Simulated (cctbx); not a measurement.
## Symmetry from intensities

Cell: a = 8.8690 Å, b = 8.8690 Å, c = 6.8180 Å, α = 90.00°, β = 90.00°, γ = 120.00°. Expected content of the cell: Pr10 Ti6.

The data are simulated with cctbx, not measured: Cu Kα, λ = 1.54184 Å, to d = 0.83 Å, 95 % of the full sphere, strongest reflection 5000 counts, noise from counting, a 4 % proportional error and a noise floor of 4 counts (s.d.); no absorption.

A first pass over the reflections prints:

```text
3276 reflections to d = 0.832 A
centring   violations  <I/sigma> of those
    A        819 of  1641      6.6
    B        834 of  1655      6.6
    C        975 of  1628      8.0
    I        837 of  1653      6.6
    R       1215 of  2185      7.4
    F       1314 of  2462      7.0
Laue class    unique    Rint  (classes that these axes allow; Friedel mates merged)
P -1             1718   0.042
P 1 1 2/m         944   0.050
P -3              580   0.054
P -3 1 m          329   0.056
P -3 m 1          353   0.056
P 6/m             320   0.057
P 6/m m m         211   0.058
space group    extra absences  I>4sigma  <I/sigma>
P 6 2 2                 0          0         -  acentric
P 63 2 2                8          0       0.3  acentric
P 6 m m                 0          0         -  acentric
P 63 c m              327          0       0.0  acentric
P -6 m 2                0          0         -  acentric
P -6 c 2              327          0       0.0  acentric
P -6 2 m                0          0         -  acentric
P 6/m m m               0          0         -  centric
P 63/m c m            327          0       0.0  centric
Wilson B = 1.39 A^2   <|E^2-1|> = 0.821 (0.968 centric, 0.736 acentric)   E^2>4: 1.0 %
shell (A)         n   <I/sigma>
 7.68 - 1.66     37     31.6
 1.66 - 1.32     27     32.6
 1.32 - 1.15     24     36.2
 1.15 - 1.05     26     21.8
 1.05 - 0.97     23     24.6
 0.97 - 0.92     24     29.6
 0.92 - 0.87     21     22.6
 0.87 - 0.83     29     21.3
```

**Question.** What are the lattice type, the Laue class and the likely space group?

Every centring test has many violations, so the lattice is primitive.

Rint stays low (0.042 to 0.058) up to P 6/m m m, the highest class in these axes.

9 settings pass the absence test. The most absences obeyed, 327, belong to P 63 c m, P -6 c 2 and P 63/m c m, which absences can't tell apart.

⟨|E²−1|⟩ = 0.821 lies between the two ideal values. The Wilson B of 1.39 Å² means U ≈ 0.0176 Å².

The true group is P6_3/mcm (no. 193), Laue class 6/mmm, centrosymmetric. The tables only narrow the choice to the tied entries; cell content, site symmetry and trial solutions must settle it.

The model is made up (kin elements in a known structure type, no relaxation), so it says nothing on whether the phase exists.

[Logs are printed without paths, hosts, clocks, repeated set-up lines and the standing remarks that a program may print on its own settings, such as how far it seeks lower states.]
